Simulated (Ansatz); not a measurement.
# Lattice dynamics of In2Au (Fm-3m), part 2 of 3

Wanted: phonon frequencies of In2Au (Fm-3m) and what follows from them.

Ansatz 0.2.0; DFT PBEsol, scalar-relativistic, plane waves, PAW; PAW set soft_1.

So far. Step 3 (Relaxing to small forces for the phonons): The forces vanish by symmetry and the pressure is 0.000 GPa, within the tolerances set. The cell now holds 23.29 Å³/atom. The relaxed cell has a = 6.538 Å (conventional setting).

The database entry behind the starting cell differs from later determinations by our own check (0.1 to 0.3 % short, probably kX units), so it need not match the best structure at ambient conditions.

## (4) Linear response at the zone centre

The zone centre comes first: it holds the modes that light can see, as far as symmetry allows. No field response is asked, since the mesh shows no gap.

input.yaml reads:

```yaml
crystal:
  lattice:
    - [0.0, 3.2692238211, 3.2692238211]
    - [3.2692238211, 0.0, 3.2692238211]
    - [3.2692238211, 3.2692238211, 0.0]
  atoms:
    - { symbol: In, position: [0.25, 0.25, 0.25] }
    - { symbol: In, position: [0.75, 0.75, 0.75] }
    - { symbol: Au, position: [0.0, 0.0, 0.0] }
kpoints:
  mp_grid: { grid: [12, 12, 12] }
hamiltonian:
  xc: pbesol
  pseudopotentials: { kind: paw, azcp: { folder: soft_1 }, xc_functional: pbe }
scf:
  occupations: { method: methfessel_paxton, width: 0.2 }
output:
  eigenvalues: true
phonons:
  method: dfpt
```

Run with:

```bash
ansatz run input.yaml --threads 4 --pin off --max-ram 10240MiB --backend cpu --events-out ev --progress --plain --runs-dir out
```

Numbers of over 12 decimals in the logs are rounded to 6 here.

What it wrote:

```text
zone centre: on kpoints.mp_grid the ground state, and the responses unless they are solved on pairs of k-points, stand on 163 of the mesh's 1728 k-points, reduced under 8 symmetry operations, with k and −k counted as one. Each operation leaves every solved displacement unchanged or reverses it
[...]
Crystal: 3 atoms, lattice volume = 69.882 Å³
Basis set: ecut = 420 eV, 1363 PW (Γ), exchange–correlation on 64×64×64 points (8 copies of the dense FFT grid, shifted against one another)
Bands: 27, of which v1, the nominal top of the filled ones, is band 23 counted from 1 (22 counted from 0)
Symmetry: 48 space group operations
k-points: 163 of 1728 (irreducible under 8 space group operations, time reversal used)
[...]
SCF iter   1: F=—  HF=-24065.717423 eV  |F-HF|=—  |Δ(HF+E_count)|=         —  Δρ=1.55e-1  dr2=2.73e1  ethr=3.10e-3  ⟨swp⟩=5.4  Hψ=17077  notcnv=0
[...]
SCF iter  12: F=-24060.532754 eV  HF=-24060.532754 eV  |F-HF|=1.46e-11  |Δ(HF+E_count)|=  6.55e-11  S|Δr|=    0.00e0  Δρ=5.49e-8  dr2=2.25e-12  ethr=1.00e-12  ⟨swp⟩=6.4  Hψ=20407  notcnv=0
SCF 1 converged in 12 iterations: F = -24060.532754 eV  dr2 = 2.25e-12
[...]
DFPT response loops at Γ: preconditioner auto → Kerker (q_TF=auto, 2.535 Å⁻¹) (partly filled bands, converged f_vac=0.042); β = 1.00, the filter's whole step (`scf.mixing.beta` (0.50) is not read by the response loops under this deck's `scf.mixing.preconditioner`; to damp them name `kerker` or `kerker_dos`, under which they read `scf.mixing.beta`, and type it under 1.00, their step now; both keys bind the ground state too); Broyden in place of MSR1
SCF converged after 12 iterations
[...]
Free energy (F): -24060.532754 eV
[...]
Internal energy: -24060.530649 eV  (E = F + TS)
E sigma→0 (E₀):  -24060.532228 eV
Entropy (-TS):   -0.002105 eV (-0.702 meV/atom)
Fermi energy:    12.585788 eV
[...]
--- Band table (eV; the first three rows and the last of 163) ---
  k-point 0: bands = [... 19 lower, 7.8392, 12.7630, 15.6084, 15.6084, 15.6084, 16.2613, 16.2613, 16.2613]
  k-point 1: bands = [... 19 lower, 7.8300, 12.6381, 14.5325, 15.2224, 15.2224, 16.2594, 16.5713, 16.5713]
  k-point 2: bands = [... 19 lower, 7.8087, 11.8549, 13.8531, 14.6655, 14.6655, 16.3654, 16.7405, 16.7405]
  k-point 162: bands = [... 19 lower, 8.0498, 8.6767, 8.6767, 10.4504, 16.1391, 16.1391, 17.5429, 18.2761]
--- Phonons (Γ-DFPT): 2 representative perturbations + reference, on 163 of 1728 k-points (Σ response iterations 6) ---
  k mesh reduced under 8 symmetry operations, with k and −k counted as one. Each operation leaves every solved displacement unchanged or reverses it
  ASR residual: 3.514e-5 → 0.000e0 eV/Å²; symmetrization residual: 1.257e-5 eV/Å²
  ASR residual per site (eV/Å²): 8.81e-7 8.81e-7 3.51e-5
  Γ frequencies (cm⁻¹): 0.00 0.00 0.00 115.90 115.90 115.90 120.70 120.70 120.70
  non-analytic LO–TO correction: not included (Born effective charges unavailable; polar crystals: no LO–TO splitting at Γ)
```

Run time: 23 s. Hardware: 4 threads of Arm Neoverse V2, shared host; peak memory 1.1 GiB; 87 s of CPU time.

The column dr2 measures how far the density is from self-consistency, as an energy; F and HF (Harris–Foulkes) agree once it is small.

This step gave:

```yaml
sum_rule_residual_before_enforcement: 3.51e-5 eV/Å²
point_group: m-3m
highest_optical_mode_at_the_zone_centre_no_lo_to_term: 120.7 cm⁻¹
lowest_optical_zone_centre_mode: 115.9 cm⁻¹
```

Patterns of degenerate modes are one choice out of their space. Modes at Γ, with each element's share of the kinetic energy:

```
mode  frequency (cm⁻¹)  symmetry  In %  Au %
   1               0.0  acoustic    54    46
   2               0.0  acoustic    54    46
   3               0.0  acoustic    54    46
   4             115.9       T2g   100     0
   5             115.9       T2g   100     0
   6             115.9       T2g   100     0
   7             120.7       T1u    46    54
   8             120.7       T1u    46    54
   9             120.7       T1u    46    54
```

Displacements in mode 6 (115.9 cm⁻¹), the largest set to 1:
```
In1 -0.02 -1.00  1.00
In2  0.02  1.00 -1.00
Au3  0.00  0.00  0.00
```

Displacements in mode 9 (120.7 cm⁻¹), the largest set to 1:
```
In1 -0.30  0.52 -0.86
In2 -0.30  0.52 -0.86
Au3  0.35 -0.61  1.00
```

Before it was imposed, the acoustic sum rule was missed by 3.5e-5 eV/Å². Small misses are needed for a sound result but don't prove that mesh and cutoff are converged. The lowest optical mode is real, 116 cm⁻¹.

## (5) The dispersion

Stability and thermal properties need the whole zone. Linear response on a 4×4×4 q mesh gives force constants as far as a supercell of that size would.

Edit input.yaml of step 4 so:

```diff
@@ -20 +20,8 @@
   method: dfpt
+  qmesh: [4, 4, 4]
+  temperatures: { t_max: 1000, t_step: 50 }
+  qpath:
+    path:
+      - [[0.0, 0.0, 0.0], [0.5, 0.0, 0.5], [0.625, 0.25, 0.625]]
+      - [[0.375, 0.375, 0.75], [0.0, 0.0, 0.0], [0.5, 0.5, 0.5], [0.5, 0.25, 0.75], [0.5, 0.0, 0.5]]
+    npoints: 10
```

What it wrote:

```text
[...]
Crystal: 3 atoms, lattice volume = 69.882 Å³
Basis set: ecut = 420 eV, 1363 PW (Γ), exchange–correlation on 64×64×64 points (8 copies of the dense FFT grid, shifted against one another)
Bands: 27, of which v1, the nominal top of the filled ones, is band 23 counted from 1 (22 counted from 0)
Symmetry: 48 space group operations
k-points: 72 of 1728
[...]
SCF iter   1: F=—  HF=-24065.717290 eV  |F-HF|=—  |Δ(HF+E_count)|=         —  Δρ=1.55e-1  dr2=2.73e1  ethr=3.10e-3  ⟨swp⟩=5.4  Hψ=7505  notcnv=0
[...]
SCF iter  12: F=-24060.532754 eV  HF=-24060.532754 eV  |F-HF|=1.46e-11  |Δ(HF+E_count)|=  8.00e-11  S|Δr|=    0.00e0  Δρ=4.86e-8  dr2=1.56e-12  ethr=1.00e-12  ⟨swp⟩=6.6  Hψ=9053  notcnv=0
SCF 1 converged in 12 iterations: F = -24060.532754 eV  dr2 = 1.56e-12
[...]
phonons: the bands overlap, so this run is a metal and interpolates without the dipole-dipole term. If the crystal is really an insulator or semiconductor, its LO-TO splitting is missing
NSCF: frozen V_eff on 72 k-points
WARN: eigensolver did not converge in 2 slots of this pass, the one above among them; of largest residual over every band (k=8): 1 band(s) unlocked (lowest unlocked band 26, counted from 0; max residual 1.56e-4 eV among the unlocked bands, 1.56e-4 eV over every band); of lowest unlocked band (k=8): band 26
[...]
DFPT response loops at q = (0, 0, 0) (fractional): preconditioner auto → Kerker (q_TF=auto, 2.535 Å⁻¹) (partly filled bands, converged f_vac=0.042); β = 1.00, the filter's whole step (`scf.mixing.beta` (0.50) is not read by the response loops under this deck's `scf.mixing.preconditioner`; to damp them name `kerker` or `kerker_dos`, under which they read `scf.mixing.beta`, and type it under 1.00, their step now; both keys bind the ground state too); Broyden in place of MSR1
[...]
SCF converged after 12 iterations
[...]
Free energy (F): -24060.532754 eV
[...]
Internal energy: -24060.530649 eV  (E = F + TS)
E sigma→0 (E₀):  -24060.532228 eV
Entropy (-TS):   -0.002105 eV (-0.702 meV/atom)
Fermi energy:    12.585788 eV
[...]
--- Band table (eV; the first three rows and the last of 72) ---
  k-point 0: bands = [... 19 lower, 7.8392, 12.7630, 15.6084, 15.6084, 15.6084, 16.2613, 16.2613, 16.2613]
  k-point 1: bands = [... 19 lower, 7.8300, 12.6381, 14.5325, 15.2224, 15.2224, 16.2594, 16.5713, 16.5713]
  k-point 2: bands = [... 19 lower, 7.8087, 11.8549, 13.8531, 14.6655, 14.6655, 16.3654, 16.7405, 16.7405]
  k-point 71: bands = [... 19 lower, 8.0498, 8.6767, 8.6767, 10.4504, 16.1391, 16.1391, 17.5429, 18.2761]
--- Phonons (Γ-DFPT): 2 representative perturbations + reference (Σ response iterations 6) ---
  ASR residual: 2.257e-5 → 0.000e0 eV/Å²; symmetrization residual: 1.216e-5 eV/Å²
  ASR residual per site (eV/Å²): 1.48e-6 1.48e-6 2.26e-5
  Γ frequencies (cm⁻¹): 0.00 0.00 0.00 115.90 115.90 115.90 120.70 120.70 120.70
--- Phonons (arbitrary-q DFPT): 8 irreducible q on the 4×4×4 mesh ---
  q = [0.0000, 0.0000, 0.0000] (star 1, of the zone-centre solve; hermiticity 4.28e-6, symmetrization 2.04e-12): -0.00 -0.00 0.00 115.90 115.90 115.90 120.70 120.70 120.70
  q = [0.0000, 0.0000, 0.2500] (star 8, 2 solved perturbations on 936 of 1728 k-point pairs; hermiticity 3.05e-6, symmetrization 1.28e-12): 26.05 26.05 61.75 98.46 107.03 107.03 128.26 128.26 131.43
[...]
q = [0.0000, 0.2500, 0.2500] (star 6, 4 solved perturbations in 1608 linear systems a pass and spin channel, the states on 510 of 1728 k-point pairs; hermiticity 1.20e-5, symmetrization 2.03e-13): 33.24 33.24 70.02 95.22 95.22 98.99 128.32 138.16 138.16
[...]
sum rule: each row above includes the acoustic sum rule's correction from the zone centre's row sums; it moved no ω² by more than (0.18 cm⁻¹)²
  mesh force constants: q→R imaginary residual 4.74e-18; ASR residual 2.257e-5 → 0.000e0 eV/Å²; symmetrization residual 3.553e-15 eV/Å²
  interpolated dispersion: 62 rows × 9 modes
  density of states and harmonic sums: on the 16×16×16 q-mesh, interpolated from the force constants of a 4×4×4 supercell (no non-analytic term)
  largest difference from the sums on the solved wave vectors: F 1.51e-2 eV, S 1.90e-5 and C_V 3.98e-6 eV/K
  zero-point energy: 0.053152 eV/cell   skipped modes (ω ≤ 0): 3   left out of the sums: 8.14e-5 of the cell's modes: C_V's classical limit lies that fraction below 3 k_B per atom; for a crystal, a wire or a layer, F and S can be off by more, and a phonons.interpolated_qmesh denser along its periods is the remedy for the sampling
```

It took 12 min on 4 threads; peak memory 6 GiB; 48 min of CPU time.

Numbers from this step:

| Item | Value |
| --- | --- |
| sum-rule residual before enforcement | 2.26e-5 eV/Å² |
| lowest frequency on the path | 0 cm⁻¹ |
| highest frequency on the path or at a solved wavevector | 148.8 cm⁻¹ |
| mean frequency | 95.3 cm⁻¹ |
| Debye temperature (second moment) | 189 K |
| logarithmic mean frequency | 86.6 cm⁻¹ |
| lowest mode on the q mesh (acoustic modes at Γ apart) | 26.05 cm⁻¹ |
| zero-point energy per atom | 17.72 meV |
| heat capacity at 300 K | 24.45 J/(mol atoms K) |
| vibrational entropy at 300 K | 47.09 J/(mol atoms K) |

Frequencies (cm⁻¹) solved at each irreducible wavevector; negative means imaginary. Frequencies by wavevector, by row:

```
q in reciprocal lattice units  star  mode 1  mode 2  mode 3  mode 4  mode 5  mode 6  mode 7  mode 8  mode 9
                        0 0 0     1       0       0       0   115.9   115.9   115.9   120.7   120.7   120.7
                     0 0 0.25     8    26.1    26.1    61.8    98.5     107     107   128.3   128.3   131.4
                     0 0 -0.5     4    31.5    31.5    78.7   102.2   102.2   120.2   125.4   133.6   133.6
                  0 0.25 0.25     6    33.2    33.2      70    95.2    95.2      99   128.3   138.2   138.2
                  0 0.25 -0.5    24    44.9    53.6    73.8    85.8    89.4   108.5   134.2   141.6   141.7
                 0 0.25 -0.25    12    38.1    49.3    72.8    85.3    97.1   115.3   128.1   134.1   141.7
                  0 -0.5 -0.5     3    54.6    54.6    76.6    76.6    76.8    88.7   133.3   147.1   147.1
              0.25 -0.5 -0.25     6    58.9    65.6    65.6    75.7    77.2   126.4   126.4     141   148.8
```

Interpolated from a 4×4×4 q mesh. Phonon branches along the path, in cm⁻¹:

```
    point  branch 1  branch 2  branch 3  branch 4  branch 5  branch 6  branch 7  branch 8  branch 9
        Γ         0         0         0       116       116       116       121       121       121
  halfway        33        33        70        95        95        99       128       138       138
        X        55        55        77        77        77        89       133       147       147
  halfway        54        58        72        77        79        97       135       146       146
        U        51        66        66        78        84       110       135       144       145
jump to K        51        66        66        78        84       110       135       144       145
  halfway        31        37        68        92       105       105       129       130       137
        Γ         0         0         0       116       116       116       121       121       121
  halfway        26        26        62        98       107       107       128       128       131
        L        32        32        79       102       102       120       125       134       134
  halfway        43        53        75        87        91       121       128       138       143
        W        59        66        66        76        77       126       126       141       149
  halfway        57        58        72        76        77       104       137       142       148
        X        55        55        77        77        77        89       133       147       147
```

The phonon branches as a text plot (rows in cm⁻¹):

```
    146 |        ************                         ***********
    140 |      **          ******                   **********
    133 |   *** ************ *** ***       **********         ***
    127 |  * ***            *********    ***** *************
    121 |****               *     ********       ********  *
    115 |***               * **   ********     **           *
    108 |  **            **    * *  *    **** *              *
    102 |   ***         *      *****      ** *******          *
     96 |      **      *     **  *          *      ***
     90 |       **  ***    **  **                    ***       **
     84 |        ***    *** ***                        **
     78 |       *   ********                   ********  ********
     71 |      *       **  ******            **        **   ***
     65 |                ***                             ***
     59 |    **        **   *    *          *          ********
     53 |         *********  **            *          * *      **
     46 |   *    *         **  *  **                 * *
     40 |       *            **           *        ****
     34 |  *   *               **   *          ******
     28 |    **                  *       *  ***
     22 |   *                     **       *
     16 | **                        **  ***
      9 | *                          *  *
      3 |*                            **
         Γ           X  U|K            Γ         L        W     X
```

Tetrahedra on a 16×16×16 mesh, mean over bins of 2 cm-1. Interpolated from a 4×4×4 q mesh. Phonon density of states against wavenumber; read off at these points:

```
wavenumber (cm⁻¹)  phonon density of states (1/cm⁻¹/cell)
              1.0                                  2.0e-5
              7.0                                  5.8e-4
             11.0                                 0.00225
             17.0                                  0.0061
             21.0                                  0.0104
             27.0                                  0.0214
             31.0                                  0.0398
             37.0                                  0.0575
             41.0                                  0.0592
             47.0                                  0.0633
             53.0                                  0.0704
             57.0                                  0.0488
             63.0                                  0.0284
             67.0                                  0.0181
             73.0                                   0.129
             77.0                                  0.0897
             83.0                                  0.0734
             87.0                                  0.0734
             93.0                                  0.0797
             97.0                                  0.0857
            103.0                                  0.0726
            109.0                                  0.0518
            113.0                                  0.0411
            119.0                                  0.0518
            123.0                                  0.0274
            129.0                                   0.146
            133.0                                   0.169
            135.0                                   0.179
            139.0                                   0.147
            143.0                                   0.102
            149.0                                  0.0116
```

(Continued in part 3 of 3.)

[Logs are printed without paths, hosts, clocks, repeated set-up lines and the standing remarks that a program may print on its own settings, such as how far it seeks lower states.]

[Hosts, paths, dates, database ids (printed as entryN), source tags and the programs' standing remarks are cut or masked in the printed files.]
